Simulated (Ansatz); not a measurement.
# SiO2 (P3_121): the host for defect calculations, part 2 of 3

Aim: the runs on the perfect crystal SiO2 (P3_121) that a defect calculation needs first.

Ansatz 0.2.0; plane-wave PAW DFT, r2SCAN; single point of the host's primitive cell on a dense mesh; PAW set soft_1 (the session's first sound run).

So far: Set-up; Primitive cell on a dense mesh; Self-consistent run.

## (4) Defect free supercell relaxed from its symmetric sites

This cell, the one that will hold the defects, is built from the relaxed host. Its coarser k-points can move the atoms a little, so it is relaxed from the symmetric sites, as the reference for the test of stability.

This step: plane-wave PAW DFT, r2SCAN; relaxation of the defect-free supercell from its symmetric sites; PAW set soft_1 (Ansatz 0.2.0).

The input, pristine.symmetric/input.yaml:

```yaml
crystal:
  lattice:
    - [7.3816531007, 4.2617994048, 0.0]
    - [-7.3816531007, 4.2617994048, 0.0]
    - [0.0, 0.0, 10.8330695259]
  atoms:
    - { symbol: Si, position: [0.0206858109, 0.5103429054, 0.0] }
    - { symbol: Si, position: [0.3540191442, 0.1770095721, 0.0] }
    - { symbol: Si, position: [0.6873524775, 0.8436762388, 0.0] }
    - { symbol: Si, position: [0.1563237612, 0.3126475225, 0.3333333334] }
    - { symbol: Si, position: [0.4896570946, 0.9793141891, 0.3333333334] }
    - { symbol: Si, position: [0.8229904279, 0.6459808558, 0.3333333334] }
    - { symbol: Si, position: [0.1563237612, 0.8436762388, 0.1666666666] }
    - { symbol: Si, position: [0.4896570946, 0.5103429054, 0.1666666666] }
    - { symbol: Si, position: [0.8229904279, 0.1770095721, 0.1666666666] }
    - { symbol: O, position: [0.2274170159, 0.1857959811, 0.3922921182] }
    - { symbol: O, position: [0.5607503493, 0.8524626477, 0.3922921182] }
    - { symbol: O, position: [0.8940836826, 0.5191293144, 0.3922921182] }
    - { symbol: O, position: [0.1475373523, 0.7082877015, 0.0589587848] }
    - { symbol: O, position: [0.4808706856, 0.3749543682, 0.0589587848] }
    - { symbol: O, position: [0.8142040189, 0.0416210349, 0.0589587848] }
    - { symbol: O, position: [0.2917122985, 0.4392496507, 0.2256254514] }
    - { symbol: O, position: [0.6250456318, 0.1059163174, 0.2256254514] }
    - { symbol: O, position: [0.9583789651, 0.7725829841, 0.2256254514] }
    - { symbol: O, position: [0.2274170159, 0.0416210349, 0.1077078818] }
    - { symbol: O, position: [0.5607503493, 0.7082877015, 0.1077078818] }
    - { symbol: O, position: [0.8940836826, 0.3749543682, 0.1077078818] }
    - { symbol: O, position: [0.2917122985, 0.8524626477, 0.2743745486] }
    - { symbol: O, position: [0.6250456318, 0.5191293144, 0.2743745486] }
    - { symbol: O, position: [0.9583789651, 0.1857959811, 0.2743745486] }
    - { symbol: O, position: [0.1475373523, 0.4392496507, 0.4410412152] }
    - { symbol: O, position: [0.4808706856, 0.1059163174, 0.4410412152] }
    - { symbol: O, position: [0.8142040189, 0.7725829841, 0.4410412152] }
    - { symbol: Si, position: [0.0206858109, 0.5103429054, 0.5] }
    - { symbol: Si, position: [0.3540191442, 0.1770095721, 0.5] }
    - { symbol: Si, position: [0.6873524775, 0.8436762388, 0.5] }
    - { symbol: Si, position: [0.1563237612, 0.3126475225, 0.8333333333] }
    - { symbol: Si, position: [0.4896570946, 0.9793141891, 0.8333333333] }
    - { symbol: Si, position: [0.8229904279, 0.6459808558, 0.8333333333] }
    - { symbol: Si, position: [0.1563237612, 0.8436762388, 0.6666666666] }
    - { symbol: Si, position: [0.4896570946, 0.5103429054, 0.6666666666] }
    - { symbol: Si, position: [0.8229904279, 0.1770095721, 0.6666666666] }
    - { symbol: O, position: [0.2274170159, 0.1857959811, 0.8922921182] }
    - { symbol: O, position: [0.5607503493, 0.8524626477, 0.8922921182] }
    - { symbol: O, position: [0.8940836826, 0.5191293144, 0.8922921182] }
    - { symbol: O, position: [0.1475373523, 0.7082877015, 0.5589587848] }
    - { symbol: O, position: [0.4808706856, 0.3749543682, 0.5589587848] }
    - { symbol: O, position: [0.8142040189, 0.0416210349, 0.5589587848] }
    - { symbol: O, position: [0.2917122985, 0.4392496507, 0.7256254514] }
    - { symbol: O, position: [0.6250456318, 0.1059163174, 0.7256254514] }
    - { symbol: O, position: [0.9583789651, 0.7725829841, 0.7256254514] }
    - { symbol: O, position: [0.2274170159, 0.0416210349, 0.6077078818] }
    - { symbol: O, position: [0.5607503493, 0.7082877015, 0.6077078818] }
    - { symbol: O, position: [0.8940836826, 0.3749543682, 0.6077078818] }
    - { symbol: O, position: [0.2917122985, 0.8524626477, 0.7743745486] }
    - { symbol: O, position: [0.6250456318, 0.5191293144, 0.7743745486] }
    - { symbol: O, position: [0.9583789651, 0.1857959811, 0.7743745486] }
    - { symbol: O, position: [0.1475373523, 0.4392496507, 0.9410412152] }
    - { symbol: O, position: [0.4808706856, 0.1059163174, 0.9410412152] }
    - { symbol: O, position: [0.8142040189, 0.7725829841, 0.9410412152] }
basis:
  ecutwfc: 500
  xc_grid: 2
hamiltonian:
  xc: r2scan
  pseudopotentials: { kind: paw, azcp: { folder: soft_1 } }
kpoints:
  mp_grid: { grid: [1, 1, 1], shift: [0.25, 0.25, 0.25] }
scf:
  occupations: { method: fermi_dirac, width: 0.01 }
  max_iter: 80
output:
  forces: true
relax:
  f_tol: 0.01
  max_steps: 60
  escape_saddle: false
checkpoint:
  write: "../pristine.symmetric.run"
  compress: false
  write_wavefunctions: false
  write_every: 100000
```

The run is started by

```
ansatz run input.yaml --threads 4 --pin off --max-ram 7536MiB --backend cpu --events-out ev --progress --plain --runs-dir out
```

Numbers of over 12 decimals in the logs are rounded to 6 here.

The program printed:

```text
[... repeated set-up lines and file paths are left out, and long positions are rounded to six places ...]
[...]
Crystal: 54 atoms, lattice volume = 681.598 Å³
Basis set: ecut = 500 eV, 17319 PW (Γ), exchange–correlation on 128×128×160 points (8 copies of the dense FFT grid, shifted against one another)
Bands: 198, of which v1, the nominal top of the filled ones, is band 144 counted from 1 (143 counted from 0)
Symmetry: 12 space group operations
k-points: 1
[...]
SCF iter   1: F=—  HF=-32063.541502 eV  |F-HF|=—  |Δ(HF+E_count)|=         —  Δρ=1.31e-1  dr2=1.06e2  dr2_τ=1.23e1  ethr=3.10e-3  ⟨swp⟩=6.0  Hψ=889  notcnv=0  defer=20
[...]
SCF iter   8: F=-32041.797975 eV  HF=-32041.797976 eV  |F-HF|=5.80e-7  |Δ(HF+E_count)|=   2.37e-6  Δρ=1.70e-5  dr2=1.44e-6  dr2_τ=6.03e-8  ethr=8.68e-10  ⟨swp⟩=4.0  Hψ=695  notcnv=0
SCF 1 converged in 8 iterations: F = -32041.797975 eV  dr2 = 1.44e-6
[...]
relax step   1: F+E_penalty+E_count = -32041.79797534 eV  Δ(F+E_penalty+E_count) = +0.000e0 eV  max|allowed force component| = 4.432e-3 eV/Å  Δτ_max = 0.0000 Å  (8 SCF iters, dr2 threshold 2.50e-6 eV, accepted)
[...]
iter 1 solved again at ethr=4.99e-10 eV; its pass at ethr=3.10e-3 eV (dr2=1.44e-6 eV) is discarded
[...]
SCF iter   3: F=-32041.797976 eV  HF=-32041.797976 eV  |F-HF|=6.36e-8  |Δ(HF+E_count)|=   9.52e-8  Δρ=2.46e-6  dr2=5.99e-8  dr2_τ=1.60e-9  ethr=3.47e-11  ⟨swp⟩=4.0  Hψ=554  notcnv=0
SCF 2 converged in 3 iterations: F = -32041.797976 eV  dr2 = 5.99e-8
relax step   2: F+E_penalty+E_count = -32041.79797597 eV  Δ(F+E_penalty+E_count) = -6.294e-7 eV  max|allowed force component| = 4.373e-3 eV/Å  Δτ_max = 0.0000 Å  (3 SCF iters, accepted)
[...]
SCF iter   2: F=-32041.797976 eV  HF=-32041.797976 eV  |F-HF|=2.89e-8  |Δ(HF+E_count)|=   3.83e-8  Δρ=1.59e-6  dr2=2.65e-8  dr2_τ=5.61e-10  ethr=2.08e-11  ⟨swp⟩=3.0  Hψ=422  notcnv=0
SCF 3 converged in 2 iterations: F = -32041.797976 eV  dr2 = 2.65e-8
SCF converged after 2 iterations
Free energy (F): -32041.797976 eV
[...]
Internal energy: -32041.797976 eV  (E = F + TS)
E sigma→0 (E₀):  -32041.797976 eV
Fermi energy:    5.790112 eV
[...]
--- Forces (eV/Å), atoms counted from 1 ---
  atom   1  Si     0.00024618    -0.00022880     0.00247875
  atom   2  Si     0.00024618    -0.00022880     0.00247875
  atom   3  Si     0.00024618    -0.00022880     0.00247875
  atom   4  Si     0.00024618     0.00022880    -0.00247875
  atom   5  Si     0.00024618     0.00022880    -0.00247875
  atom   6  Si     0.00024618     0.00022880    -0.00247875
  atom   7  Si     0.00005462     0.00000000     0.00000000
  atom   8  Si     0.00005462     0.00000000     0.00000000
  atom   9  Si     0.00005462     0.00000000     0.00000000
  atom  10  O      0.00075876    -0.00282655    -0.00324392
  atom  11  O      0.00075876    -0.00282655    -0.00324392
  atom  12  O      0.00075876    -0.00282655    -0.00324392
  atom  13  O      0.00193123     0.00129657    -0.00437372
  atom  14  O      0.00193123     0.00129657    -0.00437372
  atom  15  O      0.00193123     0.00129657    -0.00437372
  atom  16  O     -0.00296452    -0.00029778     0.00056689
  atom  17  O     -0.00296452    -0.00029778     0.00056689
  atom  18  O     -0.00296452    -0.00029778     0.00056689
  atom  19  O     -0.00296452     0.00029778    -0.00056689
  atom  20  O     -0.00296452     0.00029778    -0.00056689
  atom  21  O     -0.00296452     0.00029778    -0.00056689
  atom  22  O      0.00193123    -0.00129657     0.00437372
  atom  23  O      0.00193123    -0.00129657     0.00437372
  atom  24  O      0.00193123    -0.00129657     0.00437372
  atom  25  O      0.00075876     0.00282655     0.00324392
  atom  26  O      0.00075876     0.00282655     0.00324392
  atom  27  O      0.00075876     0.00282655     0.00324392
  atom  28  Si     0.00024618    -0.00022880     0.00247875
  atom  29  Si     0.00024618    -0.00022880     0.00247875
  atom  30  Si     0.00024618    -0.00022880     0.00247875
  atom  31  Si     0.00024618     0.00022880    -0.00247875
  atom  32  Si     0.00024618     0.00022880    -0.00247875
  atom  33  Si     0.00024618     0.00022880    -0.00247875
  atom  34  Si     0.00005462     0.00000000     0.00000000
  atom  35  Si     0.00005462     0.00000000     0.00000000
  atom  36  Si     0.00005462     0.00000000     0.00000000
  atom  37  O      0.00075876    -0.00282655    -0.00324392
  atom  38  O      0.00075876    -0.00282655    -0.00324392
  atom  39  O      0.00075876    -0.00282655    -0.00324392
  atom  40  O      0.00193123     0.00129657    -0.00437372
  atom  41  O      0.00193123     0.00129657    -0.00437372
  atom  42  O      0.00193123     0.00129657    -0.00437372
  atom  43  O     -0.00296452    -0.00029778     0.00056689
  atom  44  O     -0.00296452    -0.00029778     0.00056689
  atom  45  O     -0.00296452    -0.00029778     0.00056689
  atom  46  O     -0.00296452     0.00029778    -0.00056689
  atom  47  O     -0.00296452     0.00029778    -0.00056689
  atom  48  O     -0.00296452     0.00029778    -0.00056689
  atom  49  O      0.00193123    -0.00129657     0.00437372
  atom  50  O      0.00193123    -0.00129657     0.00437372
  atom  51  O      0.00193123    -0.00129657     0.00437372
  atom  52  O      0.00075876     0.00282655     0.00324392
  atom  53  O      0.00075876     0.00282655     0.00324392
  atom  54  O      0.00075876     0.00282655     0.00324392
  max |Σ_I F_I| component: 1.25e-5 eV/Å
--- Relaxed structure (2 steps of the walk, 2 accepted, 0 SCFs on fresh bases) ---
  F+E_penalty+E_count = -32041.79797597 eV   max|allowed force component| = 4.373e-3 eV/Å
  atoms:
    - { symbol: Si, position: [0.020686, 0.510343, 4.651628876325986e-17] }
    - { symbol: Si, position: [0.3540191442, 0.1770095721, 4.651628876325986e-17] }
    - { symbol: Si, position: [0.687352, 0.843676, 4.651628876325986e-17] }
    - { symbol: Si, position: [0.156324, 0.312648, 0.333333] }
    - { symbol: Si, position: [0.489657, 0.979314, 0.333333] }
    - { symbol: Si, position: [0.8229904279, 0.6459808558, 0.333333] }
    - { symbol: Si, position: [0.156324, 0.843676, 0.166667] }
    - { symbol: Si, position: [0.489657, 0.510343, 0.166667] }
    - { symbol: Si, position: [0.8229904279, 0.177010, 0.166667] }
    - { symbol: O, position: [0.227417, 0.185796, 0.392292] }
    - { symbol: O, position: [0.560750, 0.852463, 0.392292] }
    - { symbol: O, position: [0.8940836826, 0.5191293144, 0.392292] }
    - { symbol: O, position: [0.147537, 0.708288, 0.058959] }
    - { symbol: O, position: [0.480871, 0.374954, 0.058959] }
    - { symbol: O, position: [0.814204, 0.041621, 0.058959] }
    - { symbol: O, position: [0.291712, 0.439250, 0.225625] }
    - { symbol: O, position: [0.6250456318, 0.105916, 0.225625] }
    - { symbol: O, position: [0.958379, 0.772583, 0.225625] }
    - { symbol: O, position: [0.227417, 0.041621, 0.107708] }
    - { symbol: O, position: [0.560750, 0.708288, 0.107708] }
    - { symbol: O, position: [0.894084, 0.374954, 0.107708] }
    - { symbol: O, position: [0.291712, 0.852463, 0.274375] }
    - { symbol: O, position: [0.625046, 0.519129, 0.274375] }
    - { symbol: O, position: [0.958379, 0.185796, 0.274375] }
    - { symbol: O, position: [0.147537, 0.439250, 0.441041] }
    - { symbol: O, position: [0.4808706856, 0.105916, 0.441041] }
    - { symbol: O, position: [0.814204, 0.772583, 0.441041] }
    - { symbol: Si, position: [0.020686, 0.510343, 0.5] }
    - { symbol: Si, position: [0.3540191442, 0.1770095721, 0.5] }
    - { symbol: Si, position: [0.687352, 0.843676, 0.5] }
    - { symbol: Si, position: [0.156324, 0.312648, 0.833333] }
    - { symbol: Si, position: [0.489657, 0.979314, 0.833333] }
    - { symbol: Si, position: [0.8229904279, 0.6459808558, 0.833333] }
    - { symbol: Si, position: [0.156324, 0.843676, 0.666667] }
    - { symbol: Si, position: [0.489657, 0.510343, 0.666667] }
    - { symbol: Si, position: [0.8229904279, 0.177010, 0.666667] }
    - { symbol: O, position: [0.227417, 0.185796, 0.892292] }
    - { symbol: O, position: [0.560750, 0.852463, 0.892292] }
    - { symbol: O, position: [0.8940836826, 0.5191293144, 0.892292] }
    - { symbol: O, position: [0.147537, 0.708288, 0.558959] }
    - { symbol: O, position: [0.480871, 0.374954, 0.558959] }
    - { symbol: O, position: [0.814204, 0.041621, 0.558959] }
    - { symbol: O, position: [0.291712, 0.439250, 0.725625] }
    - { symbol: O, position: [0.6250456318, 0.105916, 0.725625] }
    - { symbol: O, position: [0.958379, 0.772583, 0.725625] }
    - { symbol: O, position: [0.227417, 0.041621, 0.607708] }
    - { symbol: O, position: [0.560750, 0.708288, 0.607708] }
    - { symbol: O, position: [0.894084, 0.374954, 0.607708] }
    - { symbol: O, position: [0.291712, 0.852463, 0.774375] }
    - { symbol: O, position: [0.625046, 0.519129, 0.774375] }
    - { symbol: O, position: [0.958379, 0.185796, 0.774375] }
    - { symbol: O, position: [0.147537, 0.439250, 0.941041] }
    - { symbol: O, position: [0.4808706856, 0.105916, 0.941041] }
    - { symbol: O, position: [0.814204, 0.772583, 0.941041] }
```

Wall time 14 s (4 threads of Arm Neoverse V2, shared host); peak memory 1.3 GiB.

Hardly anything moved in the relaxation; the energy changed by under 0.2 meV an atom.

(Part 2 of 3 ends here.)

[Logs are printed without paths, hosts, clocks, repeated set-up lines and the standing remarks that a program may print on its own settings, such as how far it seeks lower states.]

[Hosts, paths, dates, database ids (printed as entryN), source tags and the programs' standing remarks are cut or masked in the printed files.]

[Runs of the host that timed out are not shown.]

[For some hosts the program warned that the k-mesh of the response run may be too coarse for force constants and the static dielectric constant; such warnings are not always shown.]
